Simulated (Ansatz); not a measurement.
# MoS2 (P6_3/mmc): zone-centre modes under pressure, part 2 of 2

Wanted: Grüneisen parameters and pressure coefficients of the modes of MoS2 (P6_3/mmc).

Ansatz 0.2.0; DFT PBE+D3(BJ), scalar-relativistic, plane waves, PAW; PAW set soft_1.

So far, highest optical mode at the zone centre (no LO-TO term) (cm⁻¹): step 4 (modes at rest) 469.

The database entry behind the starting cell differs from later determinations by our own check (about 0.3 % long), so it need not match the best structure at ambient conditions.

**6. Modes of this member: 1.06 times the volume at rest**

The zone-centre modes follow for 1.06 times the volume at rest, with the response to a field.

Contents of input.yaml:

```yaml
crystal:
  lattice:
    - [3.1685810516, 0.0, 0.0]
    - [-1.5842905258, 2.7440716846, 0.0]
    - [0.0, 0.0, 12.6602186391]
  atoms:
    - { symbol: S, position: [0.3333333333, 0.6666666667, 0.6264353416] }
    - { symbol: S, position: [0.6666666667, 0.3333333333, 0.1264353416] }
    - { symbol: S, position: [0.3333333333, 0.6666666667, 0.8735646584] }
    - { symbol: S, position: [0.6666666667, 0.3333333333, 0.3735646584] }
    - { symbol: Mo, position: [0.3333333333, 0.6666666667, 0.25] }
    - { symbol: Mo, position: [0.6666666667, 0.3333333333, 0.75] }
kpoints:
  mp_grid: { grid: [12, 12, 4] }
hamiltonian:
  xc: pbe
  dispersion: d3bj
  pseudopotentials: { kind: paw, azcp: { folder: soft_1 } }
scf:
  occupations: { method: fixed }
output:
  eigenvalues: true
phonons:
  method: dfpt
  dielectric: true
  rigid_motions: translations
```

On the command line:

```sh
> ansatz run input.yaml --threads 4 --pin off --max-ram 16384MiB --backend cpu --events-out ev --progress --plain --runs-dir out
```

The job ended after 2.9 min (4 threads of Arm Neoverse V1, shared host; peak memory 2.4 GiB; 11 min of CPU time).

This step gave:

| Property | Result |
| --- | --- |
| sum-rule residual before enforcement | 1.13e-4 eV/Å² |
| miss of the charge sum rule | 0.005324 e |
| estimated error of the dielectric tensor | 0.07059 |
| estimated error of the Born charges | 0.01693 e |
| highest optical mode at the zone centre (no LO-TO term) | 462.9 cm⁻¹ |
| lowest optical zone-centre mode | 24.11 cm⁻¹ |
| mean high-frequency dielectric constant | 11.80 |
| largest Born charge (third of the trace) | -0.8475 e |
| mean static dielectric constant | 11.93 |
| top of the zone-centre spectrum with the field | 462.9 cm⁻¹ |

Without the LO-TO term. Patterns of degenerate modes are one choice out of their space. Modes at Γ, with each element's share of the kinetic energy:

```
mode  frequency (cm⁻¹)      symmetry  S %  Mo %
   1               0.0      acoustic   40    60
   2               0.0      acoustic   40    60
   3               0.0      acoustic   40    60
   4              24.1           E2g   40    60
   5              24.1           E2g   40    60
   6              35.8           B1g   39    61
   7             278.4           E2u  100     0
   8             278.4           E2u  100     0
   9             279.8           E1g  100     0
  10             279.8           E1g  100     0
  11             376.1  not assigned   60    40
  12             376.1  not assigned   60    40
  13             376.1  not assigned   60    40
  14             376.1  not assigned   60    40
  15             398.4           B2u  100     0
  16             402.2           A1g  100     0
  17             459.8           A2u   60    40
  18             462.9           B1g   61    39
```

Transverse modes. Lines of the infrared spectrum (strongest = 100):

```
position (cm⁻¹)  lines merged  relative intensity
             24             1                 0.0
             36             1                 0.0
            278             1                 0.0
            280             1                 0.0
            376             2                 100
            398             1                 0.0
            402             1                 0.0
            460             1                  14
            463             1                 0.0
```

Without the LO-TO term the lowest optical mode is real, 24.1 cm⁻¹, and the highest lies at 462.9 cm⁻¹.

**7. A member of the series: 0.9 times the volume at rest**

The cell is set to 0.9 times the volume at rest, and shape and atoms relax at that volume.

Contents of input.yaml:

```yaml
crystal:
  lattice:
    - [3.0774627902, 0.0, 0.0]
    - [-1.5387313951, 2.6651609555, 0.0]
    - [0.0, 0.0, 11.3951978616]
  atoms:
    - { symbol: S, position: [0.3333333333, 0.6666666667, 0.6132556996] }
    - { symbol: S, position: [0.6666666667, 0.3333333333, 0.1132556996] }
    - { symbol: S, position: [0.3333333333, 0.6666666667, 0.8867443004] }
    - { symbol: S, position: [0.6666666667, 0.3333333333, 0.3867443004] }
    - { symbol: Mo, position: [0.3333333333, 0.6666666667, 0.25] }
    - { symbol: Mo, position: [0.6666666667, 0.3333333333, 0.75] }
kpoints:
  mp_grid: { grid: [12, 12, 4] }
hamiltonian:
  xc: pbe
  dispersion: d3bj
  pseudopotentials: { kind: paw, azcp: { folder: soft_1 } }
scf:
  occupations: { method: gaussian, width: 0.02 }
output:
  forces: true
  stress: true
  eigenvalues: true
relax:
  adjacent_minimum: "off"
  f_tol: 0.001
  max_steps: 60
  cell: { stress_tol: 0.01, fix: [volume] }
```

Wall time 18 s (4 threads); peak memory 0.55 GiB.

Step by step:

```
step  energy less that of the first step (eV)  largest force component (eV/Å)  pressure (GPa)  volume (Å³)
   1                                   0.0000                          0.3687           10.45        93.46
   2                                  -0.0098                          0.1296            7.54        93.46
   3                                  -0.0129                          0.0297            8.32        93.46
   4                                  -0.0132                          0.0035            8.41        93.46
   5                                  -0.0132                          0.0000            8.39        93.46
  6*                                  -0.0132                          0.0000            8.39        93.46
```

Relaxation steps marked * repeat the geometry before them on a plane-wave basis chosen anew for their cell, so energy and pressure can jump there.

Forces are held to the 24 operations that the run works with; a distortion that breaks them can't arise in this run.

```
conventional cell, symmetrised  before   after  change
                         a (Å)   3.077   3.084  +0.2 %
                         b (Å)   3.077   3.084  +0.2 %
                         c (Å)  11.395  11.350  -0.4 %
              volume (Å³/atom)   15.58   15.58  +0.0 %
```

The atoms that moved most (Å, as changes of fractional coordinates times the final cell):

```
atom     dx     dy      dz  length
  S3  0.000  0.000   0.019   0.019
  S1  0.000  0.000  -0.019   0.019
  S2  0.000  0.000  -0.019   0.019
  S4  0.000  0.000   0.019   0.019
```

Final coordinates:

```cif
data_structure
_symmetry_space_group_name_H-M 'P 1'
_symmetry_Int_Tables_number 1
_cell_length_a 3.0836
_cell_length_b 3.0836
_cell_length_c 11.3497
_cell_angle_alpha 90.000
_cell_angle_beta 90.000
_cell_angle_gamma 120.000
_cell_volume 93.46
loop_
_atom_site_label
_atom_site_type_symbol
_atom_site_fract_x
_atom_site_fract_y
_atom_site_fract_z
_atom_site_occupancy
S1 S 0.33333 0.66667 0.61158 1
S2 S 0.66667 0.33333 0.11158 1
S3 S 0.33333 0.66667 0.88842 1
S4 S 0.66667 0.33333 0.38842 1
Mo5 Mo 0.33333 0.66667 0.25000 1
Mo6 Mo 0.66667 0.33333 0.75000 1
```

Numbers from this step:

```yaml
pressure: 8.389 GPa
gap_on_the_k_mesh: 0.3458 eV
volume_per_atom: 15.58 Å³
```

The largest force component left is 0.0043 meV/Å, at a pressure of 8.39 GPa.

**8. Zone-centre modes of the member: 0.9 times the volume at rest**

The zone-centre modes follow for 0.9 times the volume at rest, with the response to a field.

Contents of input.yaml:

```yaml
crystal:
  lattice:
    - [3.0836266648, 0.0, 0.0]
    - [-1.5418133324, 2.6704990275, 0.0]
    - [0.0, 0.0, 11.3496875723]
  atoms:
    - { symbol: S, position: [0.3333333333, 0.6666666667, 0.6115805346] }
    - { symbol: S, position: [0.6666666667, 0.3333333333, 0.1115805346] }
    - { symbol: S, position: [0.3333333333, 0.6666666667, 0.8884194654] }
    - { symbol: S, position: [0.6666666667, 0.3333333333, 0.3884194654] }
    - { symbol: Mo, position: [0.3333333333, 0.6666666667, 0.25] }
    - { symbol: Mo, position: [0.6666666667, 0.3333333333, 0.75] }
kpoints:
  mp_grid: { grid: [12, 12, 4] }
hamiltonian:
  xc: pbe
  dispersion: d3bj
  pseudopotentials: { kind: paw, azcp: { folder: soft_1 } }
scf:
  occupations: { method: fixed }
output:
  eigenvalues: true
phonons:
  method: dfpt
  dielectric: true
  rigid_motions: translations
```

Run time: 2.6 min. Hardware: 4 threads; peak memory 2.1 GiB.

This step gave:

```yaml
sum_rule_residual_before_enforcement: 9.48e-5 eV/Å²
miss_of_the_charge_sum_rule: 0.005127 e
estimated_error_of_the_dielectric_tensor: 0.07040
estimated_error_of_the_born_charges: 0.01764 e
highest_optical_mode_at_the_zone_centre_no_lo_to_term: 489.6 cm⁻¹
lowest_optical_zone_centre_mode: 58.91 cm⁻¹
mean_high_frequency_dielectric_constant: 14.57
largest_born_charge_third_of_the_trace: -1.120 e
mean_static_dielectric_constant: 14.77
top_of_the_zone_centre_spectrum_with_the_field: 489.6 cm⁻¹
```

Without the LO-TO term. Patterns of degenerate modes are one choice out of their space. Modes at Γ, with each element's share of the kinetic energy:

```
mode  frequency (cm⁻¹)  symmetry  S %  Mo %
   1               0.0  acoustic   40    60
   2               0.0  acoustic   40    60
   3               0.0  acoustic   40    60
   4              58.9       E2g   39    61
   5              58.9       E2g   39    61
   6             110.1       B1g   36    64
   7             291.1       E2u  100     0
   8             291.1       E2u  100     0
   9             299.7       E1g  100     0
  10             299.7       E1g  100     0
  11             392.9       E2g   61    39
  12             392.9       E2g   61    39
  13             394.4       E1u   60    40
  14             394.4       E1u   60    40
  15             414.1       B2u  100     0
  16             436.3       A1g  100     0
  17             478.1       A2u   60    40
  18             489.6       B1g   64    36
```

Transverse modes. Infrared lines, with heights relative to the strongest:

```
position (cm⁻¹)  relative intensity
             59                 0.0
            110                 0.0
            291                 0.0
            300                 0.0
            393                 0.0
            394                 100
            414                 0.0
            436                 0.0
            478                  49
            490                 0.0
```

Without the LO-TO term the lowest optical mode is real, 58.9 cm⁻¹, and the highest lies at 489.6 cm⁻¹.

Between step 4 and this run (volume ratio 0.9) the value for the highest optical mode at the zone centre (no LO-TO term) moves from 469 cm⁻¹ to 490 cm⁻¹ (+4 %).

**9. All members side by side**

The members are set side by side, also those not shown above.

Each row is one cell with its response, relaxed at fixed volume as far as symmetry leaves anything free; energies are extrapolated to zero smearing, and E0 is that at rest; the axis is the Cartesian z axis of the cell; shape and atoms are relaxed in each cell where symmetry leaves them free. State of the crystal along the series:

```
volume ratio  V (Å³/atom)  pressure (GPa)  E - E0 (meV/atom)  first cell vector (Å)  third cell vector (Å)  gap on mesh (eV)  ε∞ along the axis  ε∞ across the axis, mean  ε0 along the axis  ε0 across the axis, mean  largest Born charge in size, a third of the trace (e)  top mode with the field, highest of q along x, y and z (cm⁻¹)
         0.9        15.58           8.389              38.31                  3.084                  11.35            0.3458              10.41                     16.65              10.56                     16.88                                                  1.119                                                          489.6
        0.92        15.92           6.061              22.76                    3.1                  11.48            0.4396              9.658                     16.42              9.786                     16.63                                                  1.078                                                          484.5
        0.94        16.27           4.087              11.86                  3.115                  11.62            0.5295              8.963                      16.2              9.072                      16.4                                                  1.037                                                          479.9
        0.96        16.62           2.436              4.874                  3.128                  11.76            0.6165              8.317                     15.99              8.409                     16.18                                                 0.9983                                                          475.7
        0.98        16.96           1.083              1.124                   3.14                  11.92            0.7014              7.715                     15.77               7.79                     15.96                                                 0.9613                                                          472.1
        0.99        17.14          0.5098               0.27                  3.145                     12            0.7433              7.429                     15.66              7.497                     15.85                                                 0.9443                                                          470.5
           1        17.31        -1.52e-4                  0                  3.149                  12.09            0.7848              7.152                     15.55              7.213                     15.73                                                 0.9279                                                            469
        1.02        17.65         -0.8399             0.9483                  3.157                  12.27            0.8672              6.631                     15.33               6.68                      15.5                                                 0.8977                                                          466.5
        1.04           18          -1.462              3.471                  3.164                  12.46            0.9486              6.147                     15.09              6.186                     15.26                                                 0.8707                                                          464.4
        1.06        18.35          -1.899              7.131                  3.169                  12.66             1.029              5.704                     14.86              5.734                     15.02                                                 0.8475                                                          462.9
```

Without the LO-TO term; each mode is tracked from rest by its pattern, and modes that stay within 0.3 cm⁻¹ of each other stand once; shape and atoms are relaxed in each cell where symmetry leaves them free. Optical modes along the series:

```
V (Å³/atom)  mode 4 E2g (cm⁻¹)  mode 6 B1g (cm⁻¹)  mode 7 E2u (cm⁻¹)  mode 9 E1g (cm⁻¹)  mode 11 (cm⁻¹)  mode 13 (cm⁻¹)  mode 15 B2u (cm⁻¹)  mode 16 A1g (cm⁻¹)  mode 17 A2u (cm⁻¹)  mode 18 B1g (cm⁻¹)
      15.58              58.91              110.1              291.1              299.7           392.9           394.4               414.1               436.3               478.1               489.6
      15.92                 54              100.3              288.7                296           389.8           390.9               410.9                 430               474.2               484.5
      16.27              49.23               90.6              286.5              292.5           386.9           387.8                 408               424.2               470.8               479.9
      16.62              44.59              80.98              284.6              289.5           384.3           384.9               405.5                 419               467.9               475.7
      16.96              40.11              71.52              282.8              286.8             382           382.4               403.4               414.4               465.4               472.1
      17.14              37.93              66.87                282              285.6             381           381.3               402.4               412.4               464.3               470.5
      17.31               35.8              62.27              281.3              284.5             380           380.3               401.6               410.5               463.4                 469
      17.65              31.67              53.22              280.1              282.5           378.4           378.6               400.2               407.1               461.8               466.5
         18              27.77              44.41              279.1                281           377.1           377.2               399.2               404.4               460.6               464.4
      18.35              24.11              35.84              278.4              279.8           376.1           376.1               398.4               402.2               459.8               462.9
```

From cubic fits (parabolas where under five rows exist) of ln ω and P against ln V through the rows within about 4 % of rest: γ = −d ln ω / d ln V and dω/dP = γ ω / B. Slopes at rest:

```
       mode  fitted frequency at rest (cm⁻¹)  Grüneisen parameter γ  dω/dP (cm⁻¹/GPa)
 mode 4 E2g                             35.8                    5.9              4.41
 mode 6 B1g                             62.3                   7.35              9.56
 mode 7 E2u                            281.3                   0.24              1.42
 mode 9 E1g                            284.5                   0.37              2.21
    mode 11                              380                   0.24              1.89
    mode 13                            380.3                   0.26              2.03
mode 15 B2u                            401.6                    0.2              1.64
mode 16 A1g                            410.5                   0.44              3.81
mode 17 A2u                            463.4                    0.2               1.9
mode 18 B1g                              469                    0.3              2.95
```

**10. Results**

```
members                                                          : 10
highest optical mode at the zone centre (no LO-TO term), at rest : 469.0 cm⁻¹
bulk modulus at rest                                             : 47.9 GPa
mode 15 B2u, γ                                                   : 0.20
mode 16 A1g, γ                                                   : 0.44
mode 17 A2u, γ                                                   : 0.20
mode 18 B1g, γ                                                   : 0.30
```

In words: The series spans -1.9 to 8.4 GPa, and the slope at rest gives a bulk modulus of 48 GPa. Among the modes in the table of slopes γ runs from 0.20 (mode 15 B2u) to 7.35 (mode 6 B1g). ε∞ along z is 7.15 at rest, with d ln ε∞ / d ln V = -3.79. One k mesh and one cutoff serve the ground states and modes of all volumes; the field response picks its own mesh. These are harmonic frequencies at zero temperature: anharmonic shifts, linewidths and thermal expansion are left out. In the phonons the program holds the C6 weights of the dispersion term fixed, leaving out their change with coordination. Only the zone centre was solved, so an instability at another wavevector cannot show here.

[Logs are printed without paths, hosts, clocks, repeated set-up lines and the standing remarks that a program may print on its own settings, such as how far it seeks lower states.]

[Hosts, paths, dates, database ids (printed as entryN), source tags and the programs' standing remarks are cut or masked in the printed files.]
